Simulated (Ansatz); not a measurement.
# Dielectric response of GaN (110) films, part 2 of 3

How well do thin zincblende GaN (110) films screen a perpendicular field?

Ansatz 0.2.0; plane-wave DFT, PBE, Ansatz PAW (the session's first sound run).

So far. Step 9 (Response with the atoms relaxed, 10 atoms, units 5): The induced dipole is that of a conductor 8.24 Å thick. Step 10 (Relaxing the film, 16 atoms, units 8): The gap is 1.54 eV, with the valence edge 5.80 eV and the conduction edge 4.26 eV under the upper vacuum level.

## 11. Single point on the relaxed film, 16 atoms, units 8

Contents of input.yaml:

```yaml
crystal:
  lattice:
    - [3.18198052, 0.0, 0.0]
    - [0.0, 4.5, 0.0]
    - [0.0, 0.0, 29.1369318037]
  atoms:
    - { symbol: Ga, position: [0.5, 0.5412604269, 0.3125222541] }
    - { symbol: "N", position: [0.0, 0.7464580276, 0.3040741533] }
    - { symbol: Ga, position: [0.0, -0.0057092486, 0.3594920974] }
    - { symbol: "N", position: [0.5, 0.242357734, 0.3608446764] }
    - { symbol: Ga, position: [0.5, 0.4933672813, 0.4171963145] }
    - { symbol: "N", position: [0.0, 0.746005497, 0.4164992284] }
    - { symbol: Ga, position: [0.0, -0.0081869898, 0.4720122339] }
    - { symbol: "N", position: [0.5, 0.2444472744, 0.4723021624] }
    - { symbol: Ga, position: [0.5, 0.4918130077, 0.5279877655] }
    - { symbol: "N", position: [0.0, 0.7444472741, 0.527697838] }
    - { symbol: Ga, position: [0.0, -0.0066327199, 0.5828036853] }
    - { symbol: "N", position: [0.5, 0.2460054959, 0.5835007725] }
    - { symbol: Ga, position: [0.5, 0.4942907504, 0.6405079018] }
    - { symbol: "N", position: [0.0, 0.742357734, 0.6391553247] }
    - { symbol: Ga, position: [0.0, 0.0412604293, 0.6874777458] }
    - { symbol: "N", position: [0.5, 0.2464580258, 0.695925846] }
kpoints:
  mp_grid: { grid: [8, 6, 1] }
hamiltonian:
  xc: pbe
scf:
  occupations: { method: fixed }
  convergence: { dr2_threshold: 1.0e-09 }
efield:
  axis: 3
  dipole_correction: true
  ramp_position: 0.97
  ramp_width: 0.06
output:
  eigenvalues: true
  write_potential: true
  write_density: true
  volumetric_format: npy
  elf: true
```

On the command line:

```sh
ansatz run input.yaml --threads 8 --pin off --max-ram 12288MiB --backend cpu --events-out ev --progress --plain --runs-dir out
```

It took 29 s on 8 threads of Arm Neoverse N1, shared host; peak memory 2 GiB; 3.8 min of CPU time.

The gap is 1.54 eV, with the valence edge 5.80 eV and the conduction edge 4.26 eV under the upper vacuum level.

## 12. Single point, 16 atoms, units 8, field 0.05 V/Å

input.yaml, as its differences from that of step 11:

```diff
@@ -28,3 +28,3 @@
   occupations: { method: fixed }
-  convergence: { dr2_threshold: 1.0e-09 }
+  convergence: { dr2_threshold: 1.0e-10 }
 efield:
@@ -34,4 +34,4 @@
   ramp_width: 0.06
+  amplitude: 0.05
 output:
-  eigenvalues: true
   write_potential: true
@@ -39,2 +39 @@
   volumetric_format: npy
-  elf: true
```

Run time: 35 s. Hardware: 8 threads; peak memory 1.9 GiB.

The dipole is 0.0459 e·Å, and the gap on the mesh 1.518 eV.

## 13. Atoms held, 16 atoms, units 8, field -0.05 V/Å

input.yaml, as its differences from that of step 12:

```diff
@@ -34,3 +34,3 @@
   ramp_width: 0.06
-  amplitude: 0.05
+  amplitude: -0.05
 output:
```

Wall time 35 s (8 threads); peak memory 1.9 GiB; 4.6 min of CPU time.

The dipole is -0.0459 e·Å, and the gap on the mesh 1.518 eV.

## 14. Response with the atoms held, 16 atoms, units 8

This step: plane-wave DFT, PBE, Ansatz PAW; response to a field along the normal, atoms held (Ansatz 0.2.0).

Local field over the applied field, running mean. From the potentials at -0.05 and 0.05 V/Å; running mean over 1.591 Å, taken twice. Table of local field over applied field by z:

```csv
z (Å),local field over applied field
4.0,1.000
4.5,0.999
5.0,0.997
5.5,0.990
6.0,0.973
6.5,0.931
7.0,0.843
7.5,0.698
8.0,0.514
8.5,0.332
9.0,0.198
9.5,0.132
10.0,0.122
10.5,0.135
11.0,0.149
11.5,0.154
12.0,0.153
12.5,0.151
13.0,0.151
13.5,0.154
14.0,0.158
14.5,0.159
15.0,0.158
15.5,0.155
16.0,0.152
16.5,0.151
17.0,0.152
17.5,0.154
18.0,0.151
18.5,0.139
19.0,0.124
19.5,0.124
20.0,0.173
20.5,0.289
21.0,0.461
21.5,0.650
22.0,0.808
22.5,0.912
23.0,0.965
23.5,0.987
24.0,0.996
24.5,0.999
25.0,1.000
```

The induced dipole is that of a conductor 11.60 Å thick.

## 15. Relaxing the film, 24 atoms, units 12

This step: plane-wave DFT, PBE, Ansatz PAW (Ansatz 0.2.0).

System of this step: GaN (110), 12 units. The cell holds 24 atoms: 12 Ga and 12 N. Its edges and angles: a = 3.182 Å, b = 4.500 Å, c = 35.501 Å, α = 90.0°, β = 90.0°, γ = 90.0°. It derives from GaN (zincblende GaN). Vacuum lies along c.

Contents of input.yaml:

```yaml
crystal:
  lattice:
    - [3.18198052, 0.0, 0.0]
    - [0.0, 4.5, 0.0]
    - [0.0, 0.0, 35.5008928344]
  atoms:
    - { symbol: Ga, position: [0.5, 0.5, 0.2535147508] }
    - { symbol: "N", position: [0.0, 0.75, 0.2535147508] }
    - { symbol: Ga, position: [0.0, 0.0, 0.2983302507] }
    - { symbol: "N", position: [0.5, 0.25, 0.2983302507] }
    - { symbol: Ga, position: [0.5, 0.5, 0.3431457505] }
    - { symbol: "N", position: [0.0, 0.75, 0.3431457505] }
    - { symbol: Ga, position: [0.0, 0.0, 0.3879612504] }
    - { symbol: "N", position: [0.5, 0.25, 0.3879612504] }
    - { symbol: Ga, position: [0.5, 0.5, 0.4327767502] }
    - { symbol: "N", position: [0.0, 0.75, 0.4327767502] }
    - { symbol: Ga, position: [0.0, 0.0, 0.4775922501] }
    - { symbol: "N", position: [0.5, 0.25, 0.4775922501] }
    - { symbol: Ga, position: [0.5, 0.5, 0.5224077499] }
    - { symbol: "N", position: [0.0, 0.75, 0.5224077499] }
    - { symbol: Ga, position: [0.0, 0.0, 0.5672232498] }
    - { symbol: "N", position: [0.5, 0.25, 0.5672232498] }
    - { symbol: Ga, position: [0.5, 0.5, 0.6120387496] }
    - { symbol: "N", position: [0.0, 0.75, 0.6120387496] }
    - { symbol: Ga, position: [0.0, 0.0, 0.6568542495] }
    - { symbol: "N", position: [0.5, 0.25, 0.6568542495] }
    - { symbol: Ga, position: [0.5, 0.5, 0.7016697493] }
    - { symbol: "N", position: [0.0, 0.75, 0.7016697493] }
    - { symbol: Ga, position: [0.0, 0.0, 0.7464852492] }
    - { symbol: "N", position: [0.5, 0.25, 0.7464852492] }
kpoints:
  mp_grid: { grid: [8, 6, 1] }
hamiltonian:
  xc: pbe
scf:
  occupations: { method: fixed }
  convergence: { dr2_threshold: 1.0e-09 }
efield:
  axis: 3
  dipole_correction: true
  ramp_position: 0.97
  ramp_width: 0.06
relax:
  f_tol: 0.003
  max_steps: 100
output:
  write_potential: true
  write_density: true
  volumetric_format: npy
```

It took 4.7 min on 8 threads; peak memory 3.1 GiB.

Relaxation path:

```csv
step,energy less that of the first step (eV),largest force component (eV/Å)
1,0.0000,2.3352
2,-0.7109,1.1452
3,-0.8403,0.3986
4,-0.8631,0.0652
5,-0.8642,0.0089
6,-0.8642,0.0043
7,-0.8642,0.0004
```

The run keeps the 2 symmetry operations that the program found, so distortions that break them were not tested.

The atoms that moved most (Å):

```csv
atom,dx,dy,dz,length
Ga1,0.000,0.195,0.052,0.202
Ga23,0.000,0.195,-0.052,0.202
N24,0.000,-0.006,0.194,0.194
N2,0.000,-0.006,-0.194,0.194
Ga21,0.000,-0.016,0.170,0.170
Ga3,0.000,-0.016,-0.170,0.170
N4,0.000,-0.025,-0.130,0.133
N22,0.000,-0.025,0.130,0.133
```

The relaxed structure:

```xyz
24
Lattice="3.1820 0.0000 0.0000 0.0000 4.5000 0.0000 0.0000 0.0000 35.5009" Properties=species:S:1:pos:R:3
Ga    1.5910    2.4454    9.0525
N     0.0000    3.3687    8.8065
Ga    0.0000   -0.0161   10.4213
N     1.5910    1.1002   10.4606
Ga    1.5910    2.2299   12.1019
N     0.0000    3.3669   12.0825
Ga    0.0000   -0.0277   13.7010
N     1.5910    1.1095   13.7079
Ga    1.5910    2.2257   15.3254
N     0.0000    3.3615   15.3237
Ga    0.0000   -0.0250   16.9410
N     1.5910    1.1111   16.9418
Ga    1.5910    2.2250   18.5599
N     0.0000    3.3611   18.5591
Ga    0.0000   -0.0243   20.1755
N     1.5910    1.1115   20.1772
Ga    1.5910    2.2223   21.7999
N     0.0000    3.3595   21.7930
Ga    0.0000   -0.0201   23.3990
N     1.5910    1.1169   23.4184
Ga    1.5910    2.2339   25.0796
N     0.0000    3.3502   25.0403
Ga    0.0000    0.1954   26.4484
N     1.5910    1.1187   26.6944
```

Running mean over 1.591 Å of the planar mean; the ramp of the sawtooth is left out. Electron's electrostatic potential energy less the highest filled level against z:

```csv
z (Å),electron's electrostatic potential energy less the highest filled level (eV)
4,5.77
5,5.77
6,5.75
7,5.53
8,1.79
9,-3.93
10,-5.11
11,-4.23
12,-4.31
13,-4.37
14,-4.39
15,-4.38
16,-4.34
17,-4.43
18,-4.35
19,-4.38
20,-4.41
21,-4.31
22,-4.45
23,-4.38
24,-4.12
25,-4.77
26,-4.85
27,-1.70
28,4.67
29,5.71
30,5.76
31,5.77
32,5.77
```

The relaxation took 7 steps and lowered the energy by 0.86 eV; the largest force on the free atoms ends at 3.8e-4 eV/Å.

The gap is 1.50 eV, with the valence edge 5.77 eV and the conduction edge 4.26 eV under the upper vacuum level.

## 16. Side by side

Times are for 8 threads of Arm Neoverse N1, shared host. The series side by side:

```csv
no.,units,gap by band count (eV),"ionisation energy, upper face (eV)","electron affinity, upper face (eV)",time,memory (GiB)
1,5,1.499,5.780,4.281,51 s,1.2
2,8,1.536,5.800,4.265,1.8 min,1.9
3,12,1.503,5.766,4.264,4.7 min,3.1
```

The valence density, planar mean (5) oscillates, so the rows of the table below give means over 1.56 Å (shorter at the two ends). Its distinct maxima (Å: e/Å³): 9.1: 1.50, 10.6: 1.58, 12.2: 1.59, 13.8: 1.58, 15.3: 1.50. Distinct minima: 9.7: 0.370, 11.4: 0.292, 13.0: 0.292, 14.6: 0.370.

The runs together. The valence density, planar mean by z; means over each step:

```csv
z (Å),5 (e/Å³),8 (e/Å³),12 (e/Å³)
5.46,9.0e-5,1.0e-4,1.2e-4
7.02,0.00922,0.0105,0.0125
8.58,0.631,0.651,0.678
10.14,0.855,0.845,0.834
11.70,0.763,0.760,0.769
13.26,0.748,0.778,0.778
14.82,0.851,0.768,0.768
16.38,0.169,0.775,0.765
17.94,0.00151,0.716,0.757
19.50,1.6e-5,0.891,0.757
21.06,0,0.246,0.745
22.62,0,0.00228,0.761
24.18,0,4.1e-5,0.760
```

## 17. The relaxed film, single point, 24 atoms, units 12

Contents of input.yaml:

```yaml
crystal:
  lattice:
    - [3.18198052, 0.0, 0.0]
    - [0.0, 4.5, 0.0]
    - [0.0, 0.0, 35.5008928344]
  atoms:
    - { symbol: Ga, position: [0.5, 0.5434164325, 0.2549931075] }
    - { symbol: "N", position: [0.0, 0.7486070073, 0.248063665] }
    - { symbol: Ga, position: [0.0, -0.0035860198, 0.2935491951] }
    - { symbol: "N", position: [0.5, 0.2444983082, 0.2946563688] }
    - { symbol: Ga, position: [0.5, 0.4955385109, 0.3408903543] }
    - { symbol: "N", position: [0.0, 0.7481949798, 0.3403425236] }
    - { symbol: Ga, position: [0.0, -0.0061621254, 0.3859339809] }
    - { symbol: "N", position: [0.5, 0.2465518559, 0.3861273571] }
    - { symbol: Ga, position: [0.5, 0.4945895075, 0.431689589] }
    - { symbol: "N", position: [0.0, 0.7469925843, 0.4316426869] }
    - { symbol: Ga, position: [0.0, -0.0055494658, 0.4772001126] }
    - { symbol: "N", position: [0.5, 0.2469084257, 0.4772223151] }
    - { symbol: Ga, position: [0.5, 0.4944505342, 0.5227998874] }
    - { symbol: "N", position: [0.0, 0.7469084258, 0.5227776849] }
    - { symbol: Ga, position: [0.0, -0.0054104924, 0.568310411] }
    - { symbol: "N", position: [0.5, 0.2469925843, 0.5683573131] }
    - { symbol: Ga, position: [0.5, 0.4938378746, 0.6140660191] }
    - { symbol: "N", position: [0.0, 0.7465518559, 0.6138726429] }
    - { symbol: Ga, position: [0.0, -0.0044614893, 0.6591096457] }
    - { symbol: "N", position: [0.5, 0.2481949795, 0.6596574764] }
    - { symbol: Ga, position: [0.5, 0.4964139798, 0.7064508049] }
    - { symbol: "N", position: [0.0, 0.7444983079, 0.7053436312] }
    - { symbol: Ga, position: [0.0, 0.0434164318, 0.7450068925] }
    - { symbol: "N", position: [0.5, 0.2486070069, 0.751936335] }
kpoints:
  mp_grid: { grid: [8, 6, 1] }
hamiltonian:
  xc: pbe
scf:
  occupations: { method: fixed }
  convergence: { dr2_threshold: 1.0e-09 }
efield:
  axis: 3
  dipole_correction: true
  ramp_position: 0.97
  ramp_width: 0.06
output:
  eigenvalues: true
  dos: { projected: true, e_range: [-7, 7] }
  write_potential: true
  write_density: true
  volumetric_format: npy
checkpoint:
  write: end12.run
  compress: false
  write_wavefunctions: false
```

Wall time 67 s (8 threads); peak memory 3.3 GiB.

Running mean over 1.591 Å of the planar mean; the ramp of the sawtooth is left out. Table of electron's electrostatic potential energy less the highest filled level by z:

(Unchanged from step 15.)

The gap is 1.50 eV, with the valence edge 5.77 eV and the conduction edge 4.26 eV under the upper vacuum level.

## 18. Single point, 24 atoms, units 12, field 0.05 V/Å

input.yaml, as its differences from that of step 17:

```diff
@@ -36,3 +36,3 @@
   occupations: { method: fixed }
-  convergence: { dr2_threshold: 1.0e-09 }
+  convergence: { dr2_threshold: 1.0e-10 }
 efield:
@@ -42,5 +42,4 @@
   ramp_width: 0.06
+  amplitude: 0.05
 output:
-  eigenvalues: true
-  dos: { projected: true, e_range: [-7, 7] }
   write_potential: true
@@ -48,5 +47 @@
   volumetric_format: npy
-checkpoint:
-  write: end12.run
-  compress: false
-  write_wavefunctions: false
```

It took 78 s on 8 threads; peak memory 3.3 GiB; 10 min of CPU time.

The dipole is 0.0673 e·Å, and the gap on the mesh 1.464 eV.

## 19. Atoms held, 24 atoms, units 12, field -0.05 V/Å

input.yaml, as its differences from that of step 18:

```diff
@@ -42,3 +42,3 @@
   ramp_width: 0.06
-  amplitude: 0.05
+  amplitude: -0.05
 output:
```

Elapsed: 78 s, on 8 threads; peak memory 3.3 GiB; 10 min of CPU time.

The dipole is -0.0673 e·Å, and the gap on the mesh 1.464 eV.

## 20. Response with the atoms held, 24 atoms, units 12

This step: plane-wave DFT, PBE, Ansatz PAW; response to a field along the normal, atoms held (Ansatz 0.2.0).

Local field over the applied field, running mean. From the potentials at -0.05 and 0.05 V/Å; running mean over 1.591 Å, taken twice. Local field over applied field against z:

```csv
z (Å),local field over applied field
4,1.000
5,0.996
6,0.970
7,0.829
8,0.493
9,0.188
10,0.123
11,0.151
12,0.154
13,0.153
14,0.159
15,0.161
16,0.161
17,0.162
18,0.162
19,0.161
20,0.161
21,0.161
22,0.157
23,0.152
24,0.155
25,0.137
26,0.129
27,0.315
28,0.679
29,0.924
30,0.989
31,0.999
```

The induced dipole is that of a conductor 17.02 Å thick.

## 21. Field on, atoms free, 24 atoms, units 12, field 0.05 V/Å

This step: plane-wave DFT, PBE, Ansatz PAW (Ansatz 0.2.0).

The same pair of relaxations in the field for this thickness.

input.yaml, as its differences from that of step 19:

```diff
@@ -42,3 +42,6 @@
   ramp_width: 0.06
-  amplitude: -0.05
+  amplitude: 0.05
+relax:
+  f_tol: 0.0006
+  max_steps: 70
 output:
```

The job ended after 2.9 min (8 threads; peak memory 3 GiB; 23 min of CPU time).

Hardly anything moved in the relaxation; the energy changed by under 0.2 meV an atom.

The relaxation took 4 steps and lowered the energy by 1.5e-4 eV; the largest force on the free atoms ends at 5.9e-4 eV/Å.

The dipole is 0.0733 e·Å, and the gap on the mesh 1.486 eV.

## 22. Relaxing in the field, 24 atoms, units 12, field -0.05 V/Å

input.yaml, as its differences from that of step 21:

```diff
@@ -42,3 +42,3 @@
   ramp_width: 0.06
-  amplitude: 0.05
+  amplitude: -0.05
 relax:
```

Wall time 2.9 min (8 threads); peak memory 3 GiB.

Hardly anything moved in the relaxation; the energy changed by under 0.2 meV an atom.

The relaxation took 4 steps and lowered the energy by 1.5e-4 eV; the largest force on the free atoms ends at 5.9e-4 eV/Å.

The dipole is -0.0733 e·Å, and the gap on the mesh 1.486 eV.

## 23. Response with the atoms relaxed, 24 atoms, units 12

This step: plane-wave DFT, PBE, Ansatz PAW; response to a field along the normal, atoms relaxed (Ansatz 0.2.0).

Numbers from this step:

* equivalent conductor thickness p/(ε₀AE): 18.52 Å
* inner field over outer field: 0.09277
* local ε in the middle: 10.78

Local field over the applied field, running mean. From the potentials at -0.05 and 0.05 V/Å; running mean over 1.591 Å, taken twice. Table of local field over applied field by z:

```csv
z (Å),local field over applied field
4,1.000
5,0.997
6,0.972
7,0.807
8,0.444
9,0.0857
10,0.0385
11,0.128
12,0.0825
13,0.0781
14,0.0994
15,0.0899
16,0.0835
17,0.0910
18,0.0936
19,0.0883
20,0.0862
21,0.0985
22,0.0907
23,0.0663
24,0.101
25,0.0807
26,-0.00894
27,0.235
28,0.644
29,0.925
30,0.990
31,0.999
```

The induced dipole is that of a conductor 18.52 Å thick.

## 24. Electronic ε from the series

This step: plane-wave DFT, PBE, Ansatz PAW; permittivity from the thickness series, atoms held (Ansatz 0.2.0).

Each added layer adds t(1 − 1/ε) to the dipole term, so the slope against thickness gives ε without a choice of where the film ends.

This step gave:

```yaml
slope: 0.8374
intercept_of_the_fit: 2.040 Å
eps_of_the_interior: 6.149
```

The equivalent conductor thickness by distance between the outer atoms:

```csv
distance between the outer atoms (Å),equivalent conductor thickness (Å)
6.57,7.54
11.42,11.6
17.89,17.0
```

By hand, from the thinnest and the thickest film: slope = (17.018 − 7.537) / (17.888 − 6.566) = 0.837, so ε = 1/(1 − 0.837) = 6.15.

## 25. Static ε from the series

This step: plane-wave DFT, PBE, Ansatz PAW; permittivity from the thickness series, atoms relaxed (Ansatz 0.2.0).

The same fit for the relaxed films. The nearer its slope lies to 1, the more ε hangs on small errors.

This step gave:

```yaml
slope: 0.9076
intercept_of_the_fit: 2.280 Å
eps_of_the_interior: 10.82
```

Table of equivalent conductor thickness by distance between the outer atoms:

```csv
distance between the outer atoms (Å),equivalent conductor thickness (Å)
6.57,8.24
17.89,18.5
```

By hand, from the thinnest and the thickest film: slope = (18.515 − 8.240) / (17.888 − 6.567) = 0.908, so ε = 1/(1 − 0.908) = 10.8. One nm of such a film has the capacitance of 3.9/10.8 = 0.36 nm of SiO₂ (its equivalent oxide thickness).

## 26. The bulk crystal

This step: plane-wave DFT, PBE, Ansatz PAW (Ansatz 0.2.0).

System of this step: zincblende GaN. Symmetry: F-43m, No. 216, cubic system. Conventional cell: a = 4.500 Å, b = 4.500 Å, c = 4.500 Å, α = 90.00°, β = 90.00°, γ = 90.00°. Nearest to Ga lie 4 N at 1.95 Å. Nearest to N lie 4 Ga at 1.95 Å. Farther neighbours, and contacts between anions beyond the nearest, are not listed.

Band edges are better read in the bulk than in a thin slab, where confinement and surface states shift them. The bulk run gives them against its mean potential.

Contents of input.yaml:

```yaml
crystal:
  lattice:
    - [0.0, 2.25, 2.25]
    - [2.25, 0.0, 2.25]
    - [2.25, 2.25, 0.0]
  atoms:
    - { symbol: Ga, position: [0.0, 0.0, 0.0] }
    - { symbol: "N", position: [0.25, 0.25, 0.25] }
kpoints:
  mp_grid: { grid: [12, 12, 12] }
  band_path: { path: [VBM, CBM], npoints: 1 }
hamiltonian:
  xc: pbe
scf:
  occupations: { method: fixed }
  convergence: { dr2_threshold: 1.0e-09 }
output:
  eigenvalues: true
checkpoint:
  write: bulk.run
  compress: false
  write_wavefunctions: false
```

Wall time 1.3 s (8 threads); peak memory 0.32 GiB; 6.4 s of CPU time.

Read from the output:

- gap on the k-mesh: 1.747 eV
- gap along the path: 1.747 eV
- smallest direct gap along the path: 1.747 eV
- gap, the smaller of path and mesh: 1.747 eV

The gap is 1.75 eV.

(Part 2 of 3 ends here.)

[Long decimals in the printed logs are rounded to 6 places.]

[Logs are printed without paths, hosts, clocks, repeated set-up lines and the standing remarks that a program may print on its own settings, such as how far it seeks lower states.]

[Hosts, paths, dates, database ids (printed as entryN), source tags and the programs' standing remarks are cut or masked in the printed files.]

[Maps of the electrostatic potential energy from Ansatz leave out the sawtooth potential of an applied field or a dipole correction, so their vacuum need not be flat; planar profiles and work functions include it.]
